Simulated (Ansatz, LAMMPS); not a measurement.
# Charge trapping in amorphous 37Ga2O3-63Al2O3 (mol %) (135 atoms): runs compared

Aim: add and remove one electron in amorphous 37Ga2O3-63Al2O3 (mol %) (135 atoms), with atoms held and relaxed, and read trapping energy and localisation.

Computed with Ansatz 0.2.0: Kohn-Sham DFT, PBE, PAW (set soft_1), plane waves.

In doubt: warnings of the run leave room for a lower electronic state (in some of the runs), so energies may not be the lowest and differences between runs may mislead.

### Step 1. The cell as built

The cell holds 135 atoms: 20 Ga, 34 Al and 81 O. Its edges and angles: a = 11.052 Å, b = 11.052 Å, c = 11.052 Å, α = 90.0°, β = 90.0°, γ = 90.0°. 135 atoms (20 Fe, 34 Al, 81 O) placed at random at 3.55 g/cm³, melted at 5000 K for 10 ps at fixed volume with the Morse and Coulomb pair potential with partial charges (Pedone, Malavasi, Menziani, Cormack and Segre, J. Phys. Chem. B 110, 11780 (2006)). Quenched from 5000 K to 300 K at 50 K/ps and fixed volume, held 10 ps at zero pressure, then minimised at fixed cell. Then Fe was replaced by Ga and the cell scaled by 1.006 (the potential has no terms for the new elements, so the cell is a start for a DFT relaxation).

What the set-up can't give: The quench rate of 50 K/ps is many orders above laboratory rates, so the cell is likely richer in defects and strain than a real sample. The starting topology of bonds comes from the classical model, and needn't be the one that DFT or experiment would give. Only the Γ point is sampled, in a cell whose shortest periodic width is 11 Å.

### Step 2. The reference run

The reference is a single point at the end of the relaxation.

The charged cells start from the geometry of this run, on a uniform background, with spin and a narrow Fermi–Dirac smearing.

Its input, with most atom lines left out:

```yaml
crystal:
  lattice:
    - [11.05227, 0.0, 0.0]
    - [0.0, 11.05227, 0.0]
    - [0.0, 0.0, 11.05227]
  atoms:
    - { symbol: Ga, position: [0.68414, 0.83127, 0.47262] }
    - { symbol: Ga, position: [0.24541, 0.62387, 0.36185] }
    - { symbol: Ga, position: [0.31941, 0.21689, 0.38228] }
    - { symbol: Ga, position: [0.57115, 0.59779, 0.82089] }
    - { symbol: Ga, position: [0.09508, 0.41249, 0.69551] }
    - { symbol: Ga, position: [0.84194, 0.42834, 0.83679] }
    - { symbol: Ga, position: [0.22686, 0.77, 0.12681] }
    [... atom lines 8 to 135 left out ...]
kpoints:
  mp_grid: { grid: [1, 1, 1] }
hamiltonian:
  xc: pbe
  pseudopotentials: { kind: paw, azcp: { folder: soft_1 } }
scf:
  occupations: { method: gaussian, width: 0.05 }
output:
  forces: true
  stress: true
  populations: true
  dos:
    method: { smearing: { sigma: 0.15 } }
    de: 0.1
    projected: { site_lists: { Al: [Al], Ga: [Ga], O: [O] } }
  eigenvalues: true
  write_density: true
  write_potential: true
  volumetric_format: npy
  elf: true
```

```
free energy per atom   : -1037.1842 eV/atom
r.m.s. force component : 0.00536 eV/Å
pressure               : 8.045 GPa
```

Filled and empty levels are parted by 2.93 eV (at Γ alone); a semilocal functional tends to put such gaps too low. In a disordered cell it changes from sample to sample, and tail or defect levels can set it.

### Step 3. The runs

Each row is one run, on 4 threads of Arm Neoverse V1, shared host. The free energy is the program's total, comparable only between runs with the same functional, potentials and atoms; between charge states it hangs on the program's zero of potential.

```csv
run,atoms,outcome,"ionic steps, all passes",free energy (eV),time,host memory (GiB)
Single point at the start,135,converged,-,-140014.682,35 s,2.1
Relaxation,135,converged,13,-140019.869,4.8 min,2.1
Single point at the relaxed geometry,135,converged,-,-140019.869,59 s,2.2
"An extra electron, atoms held",135,converged,-,-140009.653,3.6 min,3.7
"An extra electron, atoms relaxed",135,converged,3,-140009.672,8.5 min,3.6
"An extra electron, levels at the relaxed geometry",135,converged,-,-140009.672,3.1 min,3.7
Neutral at the geometry of the electron,135,converged,-,-140019.851,51 s,2.2
"An extra hole, atoms held",135,converged,-,-140027.055,3.7 min,3.7
"An extra hole, atoms relaxed",135,converged,11,-140027.182,15 min,3.7
"An extra hole, levels at the relaxed geometry",135,converged,-,-140027.182,2.8 min,3.7
Neutral at the geometry of the hole,135,converged,-,-140019.525,51 s,2.2
```

In some runs the program notes that starting moments were not kept. Further notices: negative dielectric reading.

The surroundings of O131, which holds the most spin of the extra hole after relaxation, nearest first, numbered as they follow in the input and with coordinates relative to it.

```csv
atom,x,y,z,distance (Å),Löwdin charge (e),moment (μB)
O131,0.00,0.00,0.00,0.00,-0.62,0.34
Al44,-0.06,0.51,-1.84,1.91,1.26,0.00
Al25,0.49,-1.91,-0.22,1.98,1.26,0.00
Al27,-1.00,1.00,1.47,2.04,1.27,0.00
O62,0.38,-1.48,-2.07,2.57,-0.75,0.00
O117,-1.91,-0.57,1.69,2.61,-0.74,0.03
O93,2.46,0.75,0.71,2.67,-0.69,0.04
O64,-2.13,1.68,0.12,2.72,-0.81,0.03
```

### Step 4. Energies and spread of the extra charge

Energies are differences within one cell and functional; the shift is the gain plus the neutral cell's energy at the new geometry, that is how much cheaper the vertical process becomes there. The spread is the participation number of the site moments (1/Σw², over the spin inside atomic spheres), with the atom that holds the largest share and the spin that the spheres hold in all.

```csv
carrier,"charged less neutral, atoms held (eV)",gain on relaxing (eV),"neutral cell at that geometry, less the reference (eV)",shift of the vertical energy (eV),"spread, atoms held","spread, relaxed"
electron,10.216,0.019,0.018,0.038,-,91; Ga10 3 % of 0.07 μB
hole,-7.186,0.127,0.344,0.471,28; O131 10 % of 0.86 μB,6; O131 39 % of 0.87 μB
```

### Step 5. Findings

The extra electron gains 0.019 eV as the atoms relax: it stays spread out at this level. The cell with the electron keeps a moment of only 0.19 μB where one unpaired electron should give 1 μB: the carrier is shared between both spins, which can hide trapping. The extra hole gains 0.13 eV as the atoms relax, and its spin goes from about 28 to 6 atoms: a partial localisation as the atoms move, with the largest share on O131. The O131–Al27 distance goes from 1.93 to 2.04 Å. The hole is shared among 2 partly filled levels, as near-degenerate levels under the smearing give, and as self-interaction favours. Adding the two vertical energies gives 3.03 eV, against a gap of 2.93 eV in the neutral cell. The zero of the potential cancels in this sum; the excess isn't taken apart here: charging of a small cell, filling of bands on a coarse mesh and the attraction to the background can all enter.

**Limits.** Single energies of charged cells hang on the program's zero of potential. In the spin-polarised runs the search for a state of lower energy was switched off. No distortion was seeded, so a trapped state behind a barrier can't be found. Local and semilocal functionals favour spread-out charges, so trapping can be missed. The stress is far from hydrostatic: its diagonal is 6.5, 11.0, 6.6 GPa, compression counted positive. The pressure of 8.0 GPa says that the cell would expand at this level of theory. Charged cells carry a uniform background, with no correction for images.

The DFT runs together took 44 min of wall time.

[Logs are printed without paths, hosts, clocks, repeated set-up lines and the standing remarks that a program may print on its own settings, such as how far it seeks lower states.]

[Hosts, paths, dates, database ids (printed as entryN), source tags and the programs' standing remarks are cut or masked in the printed files.]
